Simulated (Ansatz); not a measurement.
# SiGe2 (model cell, started as antifluorite): relaxing the cell for a phonon run

Task: relax SiGe2 (model cell, started as antifluorite) tightly.

Method: DFT PBEsol, scalar-relativistic, plane waves, PAW, in Ansatz 0.2.0.

This is a report of a sequence of runs, with most program output left out.

The structure was built from a prototype and need not be the compound's stable phase.

## (1) Starting point

Symmetry: Fm-3m, No. 225, cubic system. The conventional cell has a = 6.319 Å, b = 6.319 Å, c = 6.319 Å, α = 90.00°, β = 90.00°, γ = 90.00°. Nearest to Si lie 8 Ge at 2.74 Å. Nearest to Ge lie 4 Si at 2.74 Å. Farther neighbours are not listed.

## (2) A coarse first look

First a cheap look: the gap decides the mesh and the occupations, the pressure tells how far the cell has to move.

File input.yaml:

```yaml
crystal:
  lattice:
    - [0.0, 3.15926, 3.15926]
    - [3.15926, 0.0, 3.15926]
    - [3.15926, 3.15926, 0.0]
  atoms:
    - { symbol: Si, position: [0.0, 0.0, 0.0] }
    - { symbol: Ge, position: [0.25, 0.25, 0.25] }
    - { symbol: Ge, position: [0.75, 0.75, 0.75] }
kpoints:
  mp_grid: { grid: [6, 6, 6] }
hamiltonian:
  xc: pbesol
scf:
  occupations: { method: gaussian, width: 0.1 }
output:
  forces: true
  stress: true
  eigenvalues: true
```

The run is started by

```console
$ ansatz run input.yaml --threads 8 --pin off --max-ram 14336MiB --backend cpu --events-out ev --progress --plain --runs-dir out
```

Run time: 0.41 s. Hardware: 8 threads of Arm Neoverse V2, shared host; peak memory 0.35 GiB; 1.7 s of CPU time.

Numbers from this step:

| Property | Result |
| --- | --- |
| pressure | -4.734 GPa |
| volume per atom | 21.02 Å³ |
| gap on the k-mesh | 0 eV |

The coarse mesh shows no gap and a pressure of -4.7 GPa.

## (3) Bringing the structure to rest

Harmonic phonons are second derivatives at a point where the forces vanish, and they are wanted at zero stress, so atoms and cell are relaxed first.

Edit input.yaml of step 2 so:

```diff
@@ -10,3 +10,3 @@
 kpoints:
-  mp_grid: { grid: [6, 6, 6] }
+  mp_grid: { grid: [12, 12, 12] }
 hamiltonian:
@@ -19 +19,6 @@
   eigenvalues: true
+relax:
+  adjacent_minimum: "off"
+  f_tol: 0.005
+  max_steps: 80
+  cell: { stress_tol: 0.05 }
```

Run time: 3.8 s. Hardware: 8 threads; peak memory 0.46 GiB.

Relaxation path:

| step | energy less that of the first step (eV) | largest force component (eV/Å) | pressure (GPa) | volume (Å³) |
| --- | --- | --- | --- | --- |
| 1 | 0.0000 | 0.0000 | -5.10 | 63.06 |
| 2 | -0.0967 | 0.0000 | 1.13 | 56.34 |
| 3 | -0.0997 | 0.0000 | -0.18 | 57.45 |
| 4 | -0.0999 | 0.0000 | -0.01 | 57.29 |
| 5* | -0.0989 | 0.0000 | 0.00 | 57.29 |

Relaxation steps marked * repeat the geometry before them on a plane-wave basis chosen anew for their cell, so energy and pressure can jump there.

The run keeps the 48 symmetry operations that it works with, so distortions that break them were not tested.

| conventional cell, symmetrised | before | after | change |
| --- | --- | --- | --- |
| a (Å) | 6.319 | 6.120 | -3.1 % |
| b (Å) | 6.319 | 6.120 | -3.1 % |
| c (Å) | 6.319 | 6.120 | -3.1 % |
| volume (Å³/atom) | 21.02 | 19.10 | -9.2 % |

Final coordinates:

```xyz
3
Lattice="0.0000 3.0598 3.0598 3.0598 0.0000 3.0598 3.0598 3.0598 0.0000" Properties=species:S:1:pos:R:3 pbc="T T T"
Si    0.0000    0.0000    0.0000
Ge    1.5299    1.5299    1.5299
Ge    4.5897    4.5897    4.5897
```

Numbers from this step:

| Item | Value |
| --- | --- |
| pressure | -0.004218 GPa |
| volume per atom | 19.10 Å³ |

In this step the volume went from 21.02 to 19.10 Å³/atom.

## (4) Bringing the structure to rest

The relaxation is repeated from its end on the same settings, as a check that it has come to rest.

input.yaml, the sections that differ from step 3:

```yaml
crystal:
  lattice:
    - [0.0, 3.0597882199, 3.0597882199]
    - [3.0597882199, 0.0, 3.0597882199]
    - [3.0597882199, 3.0597882199, 0.0]
  atoms:
    - { symbol: Si, position: [0.0, 0.0, 0.0] }
    - { symbol: Ge, position: [0.25, 0.25, 0.25] }
    - { symbol: Ge, position: [0.75, 0.75, 0.75] }
output:
  forces: true
  stress: true
  eigenvalues: true
  write_density: true
  write_potential: true
  elf: true
  volumetric_format: npy
# kpoints, hamiltonian, scf, relax: as in step 3
```

The job ended after 1.6 s (8 threads; peak memory 0.45 GiB; 10 s of CPU time).

Little changed from the start: no atom moved by 0.005 Å and no cell edge by 0.1 %.

ELF in the ac plane of a cell with a along [110], b along [-110] and c along [001] of the cube at fractional y = 0.000, with atoms of Si and Ge within 0.2 Å of it. It is the smooth field of the valence electrons, not physical close to the nuclei.

Ten even steps from '0' (0.03) to '9' (0.71), each cell a mean:
```
579865557986579865557986
799865567998799865567998
788752246788788752246788
445530015654445530015654
124531025531124531025531
013554355410013554355410
001345554200001345554200
000134432100000134432100
000244543100000244543100
002455555310002455555310
013542235421013542235421
234530015532234530015532
666641025666666641025666
899764357898899764357898
689865567996689865567996
769854457975769854457975
```
Columns run along a (8.7 Å), rows up along c (6.1 Å), edges of the conventional cell, whose origin can differ from the input's. Atoms in or near the plane, at fractional coordinates: Si at (0.00, 0.00), Si at (0.50, 0.00), Ge at (0.25, 0.25), Ge at (0.75, 0.25), Ge at (0.25, 0.75), Ge at (0.75, 0.75).

Valence density in the ac plane of a cell with a along [110], b along [-110] and c along [001] of the cube at fractional y = 0.000, with atoms of Si and Ge within 0.2 Å of it. It is the smooth field of the valence electrons, not physical close to the nuclei.

Ten steps, logarithmic in the rise over the least value, from '0' (0 e/Å³) to '9' (36 e/Å³), each cell a mean:
```
011111101110011111101110
111111211111111111211111
111125631111111125631111
000148962100000148962100
000137852000000137852000
000013321000000013321000
000001110000000001110000
000000000000000000000000
000000000000000000000000
000011210000000011210000
000125631000000125631000
000148962100000148962100
001137852100001137852100
111123321111111123321111
111111111111111111111111
011100001110011100001110
```
Columns run along a (8.7 Å), rows up along c (6.1 Å), edges of the conventional cell, whose origin can differ from the input's. Atoms in or near the plane, at fractional coordinates: Si at (0.00, 0.00), Si at (0.50, 0.00), Ge at (0.25, 0.25), Ge at (0.75, 0.25), Ge at (0.25, 0.75), Ge at (0.75, 0.75).

Electrostatic potential energy in the ac plane of a cell with a along [110], b along [-110] and c along [001] of the cube at fractional y = 0.000, with atoms of Si and Ge within 0.2 Å of it. With pseudopotentials it is smooth inside the atoms' cores, unlike the true potential.

Ten even steps from '_' (-41 eV) to '@' (13 eV), each cell a mean:
```
__..**%%@@@@%%@@@@##--____..**%%@@@@%%@@@@##--__
--++%%%%%%****##%%%%**----++%%%%%%****##%%%%**--
%%%%%%%%++--::==##%%%%%%%%%%%%%%++--::==##%%%%%%
@@@@@@##--..__::++%%@@@@@@@@@@##--..__::++%%@@@@
@@@@@@##==::..--**%%@@@@@@@@@@##==::..--**%%@@@@
@@@@@@%%**====++##@@@@@@@@@@@@%%**====++##@@@@@@
@@@@@@@@%%%%##%%@@@@@@@@@@@@@@@@%%%%##%%@@@@@@@@
@@@@@@@@@@@@@@@@@@@@@@@@@@@@@@@@@@@@@@@@@@@@@@@@
@@@@@@@@@@@@%%@@@@@@@@@@@@@@@@@@@@@@%%@@@@@@@@@@
@@@@@@@@%%****##%%@@@@@@@@@@@@@@%%****##%%@@@@@@
@@@@@@%%++--::==##@@@@@@@@@@@@%%++--::==##@@@@@@
@@@@@@##--..__::++%%@@@@@@@@@@##--..__::++%%@@@@
@@@@@@##==::..--**%%@@@@@@@@@@##==::..--**%%@@@@
**##%%%%**====++##%%%%****##%%%%**====++##%%%%**
__--##%%%%%%##%%%%%%++..__--##%%%%%%##%%%%%%++..
____++%%@@@@@@@@@@##::______++%%@@@@@@@@@@##::__
```
Columns run along a (8.7 Å; values clipped at the 3rd and 97th percentile), rows up along c (6.1 Å), edges of the conventional cell, whose origin can differ from the input's. Atoms in or near the plane, at fractional coordinates: Si at (0.00, 0.00), Si at (0.50, 0.00), Ge at (0.25, 0.25), Ge at (0.75, 0.25), Ge at (0.25, 0.75), Ge at (0.75, 0.75).

In this step the volume went from 19.10 to 19.10 Å³/atom.

## (5) Relaxing to small forces for the phonons

Phonons need a cell at rest on their own settings, so the relaxation is repeated with tight tolerances on forces and stress on the k mesh and occupations of the first response run.

Edit input.yaml of step 4 so:

```diff
@@ -14,3 +14,3 @@
 scf:
-  occupations: { method: gaussian, width: 0.1 }
+  occupations: { method: methfessel_paxton, width: 0.2 }
 output:
@@ -25,4 +25,4 @@
   adjacent_minimum: "off"
-  f_tol: 0.005
-  max_steps: 80
-  cell: { stress_tol: 0.05 }
+  f_tol: 0.001
+  max_steps: 60
+  cell: { stress_tol: 0.01 }
```

It took 1.6 s on 8 threads; peak memory 0.45 GiB; 10 s of CPU time.

Little changed from the start: no atom moved by 0.005 Å and no cell edge by 0.1 %.

This step gave:

```
pressure : -0.006221 GPa
```

Valence density in the ac plane of a cell with a along [110], b along [-110] and c along [001] of the cube at fractional y = 0.000, with atoms of Si and Ge within 0.2 Å of it. It is the smooth field of the valence electrons, not physical close to the nuclei.

Ten steps, logarithmic in the rise over the least value, from '_' (0 e/Å³) to '@' (36 e/Å³), each cell a mean:
```
__............__......____............__......__
............::......................::..........
........::++**--................::++**--........
______..==%%@@**::..__________..==%%@@**::..____
______..--##%%++::____________..--##%%++::______
________..----::..______________..----::..______
__________......__________________......________
________________________________________________
________________________________________________
________....::..________________....::..________
______..::++**--..____________..::++**--..______
______..==%%@@**::..__________..==%%@@**::..____
____....--##%%++::..________....--##%%++::..____
........::----::................::----::........
................................................
__......________......____......________......__
```
Columns run along a (8.7 Å), rows up along c (6.1 Å), edges of the conventional cell, whose origin can differ from the input's. Atoms in or near the plane, at fractional coordinates: Si at (0.00, 0.00), Si at (0.50, 0.00), Ge at (0.25, 0.25), Ge at (0.75, 0.25), Ge at (0.25, 0.75), Ge at (0.75, 0.75).

Electrostatic potential energy in the ac plane of a cell with a along [110], b along [-110] and c along [001] of the cube at fractional y = 0.000, with atoms of Si and Ge within 0.2 Å of it. With pseudopotentials it is smooth inside the atoms' cores, unlike the true potential.

Values in eV, 9 rows by 16 columns, each cell a mean:
```
-34  -9   7   5   3   7   0 -29 -34  -9   7   5   3   7   0 -29
  5   7  -1 -23 -26  -8   7   6   5   7  -1 -23 -26  -8   7   6
 12  10  -4 -27 -31 -12   8  12  12  10  -4 -27 -31 -12   8  12
 13  12   8  -1  -3   6  11  13  13  12   8  -1  -3   6  11  13
 13  13  12  10   9  11  13  13  13  13  12  10   9  11  13  13
 13  12   6  -9 -11   1  11  13  13  12   6  -9 -11   1  11  13
 11  10  -5 -29 -33 -14   8  11  11  10  -5 -29 -33 -14   8  11
 -3   5   2 -16 -19  -4   6   0  -3   5   2 -16 -19  -4   6   0
-39 -14   7   8   8   8  -3 -36 -39 -14   7   8   8   8  -3 -36
```
Columns run along a (8.7 Å; values clipped at the 3rd and 97th percentile), rows up along c (6.1 Å), edges of the conventional cell, whose origin can differ from the input's. Atoms in or near the plane, at fractional coordinates: Si at (0.00, 0.00), Si at (0.50, 0.00), Ge at (0.25, 0.25), Ge at (0.75, 0.25), Ge at (0.25, 0.75), Ge at (0.75, 0.75).

ELF in the ac plane of a cell with a along [110], b along [-110] and c along [001] of the cube at fractional y = 0.000, with atoms of Si and Ge within 0.2 Å of it. It is the smooth field of the valence electrons, not physical close to the nuclei.

Ten even steps from '_' (0.03) to '@' (0.71), each cell a mean:
```
++##@@%%**++++++##@@%%**++##@@%%**++++++##@@%%**
##@@@@%%**++++**##@@@@%%##@@@@%%**++++**##@@@@%%
##%%%%##++::::==**##%%%%##%%%%##++::::==**##%%%%
====++++--____..++**++======++++--____..++**++==
..::==++--..__::++++--....::==++--..__::++++--..
__..--++++==--++++==..____..--++++==--++++==..__
____..--==++++++==::________..--==++++++==::____
______..--====--::..__________..--====--::..____
______::====++==--..__________::====++==--..____
____::==++++++++++--..______::==++++++++++--..__
__..--++==::::--++==::..__..--++==::::--++==::..
::--==++--____..++++--::::--==++--____..++++--::
********==..__::++**************==..__::++******
%%@@@@##**==--++##%%@@%%%%@@@@##**==--++##%%@@%%
**%%@@%%**++++**##@@@@****%%@@%%**++++**##@@@@**
##**@@%%++====++##@@##++##**@@%%++====++##@@##++
```
Columns run along a (8.7 Å), rows up along c (6.1 Å), edges of the conventional cell, whose origin can differ from the input's. Atoms in or near the plane, at fractional coordinates: Si at (0.00, 0.00), Si at (0.50, 0.00), Ge at (0.25, 0.25), Ge at (0.75, 0.25), Ge at (0.25, 0.75), Ge at (0.75, 0.75).

The forces vanish by symmetry and the pressure is -0.006 GPa, within the tolerances set. The cell now holds 19.10 Å³/atom.

## (6) Outcome

```
space group after relaxation (within 0.01 Å) : Fm-3m
lattice constant a                           : 6.120 Å
lattice constant b                           : 6.120 Å
lattice constant c                           : 6.120 Å
volume per atom                              : 19.1 Å³
```

What this shows: The forces vanish by symmetry and the pressure is -0.006 GPa, within the tolerances set. The cell now holds 19.10 Å³/atom. The relaxation keeps the symmetry of its start, so it says nothing on stability against lower symmetry. The starting cell was built on a prototype and not taken from a measurement, so the phase need not exist.

[Logs are printed without paths, hosts, clocks, repeated set-up lines and the standing remarks that a program may print on its own settings, such as how far it seeks lower states.]

[Hosts, paths, dates, database ids (printed as entryN), source tags and the programs' standing remarks are cut or masked in the printed files.]
